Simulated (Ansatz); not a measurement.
# Direct or indirect: LiH (Fm-3m)

```cif
data_structure
_symmetry_space_group_name_H-M 'Fm-3m'
_symmetry_Int_Tables_number 225
_cell_length_a 4.0735
_cell_length_b 4.0735
_cell_length_c 4.0735
_cell_angle_alpha 90.000
_cell_angle_beta 90.000
_cell_angle_gamma 90.000
_cell_volume 67.59
loop_
_atom_site_label
_atom_site_type_symbol
_atom_site_symmetry_multiplicity
_atom_site_Wyckoff_symbol
_atom_site_fract_x
_atom_site_fract_y
_atom_site_fract_z
_atom_site_occupancy
Li1 Li 4 a 0.00000 0.00000 0.00000 1
H1 H 4 b 0.50000 0.00000 0.00000 1
```

Method: Ansatz, PBE, independent particles, without spin-orbit coupling, line width 0.1 eV (Gaussian). The band structure gives a fundamental gap of 3.02 eV. The spectrum of vertical transitions near the edge:

```csv
E (eV),"Im ε, E ∥ xyz"
2.52,0.00
2.64,0.00
2.76,0.00
2.88,0.03
3.00,0.58
3.12,2.03
3.24,2.99
3.36,3.47
3.48,3.76
3.60,3.93
3.72,4.04
3.84,4.09
3.96,4.12
4.08,4.12
4.20,4.12
```

Q: Is the gap direct or indirect, and about where do vertical transitions set in?

A: Direct: the band path has its least direct gap at the fundamental one, 3.02 eV, and the curves rise from there. Lines are broadened by 0.1 eV, which spreads the edge.

[Logs are printed without paths, hosts, clocks, repeated set-up lines and the standing remarks that a program may print on its own settings, such as how far it seeks lower states.]
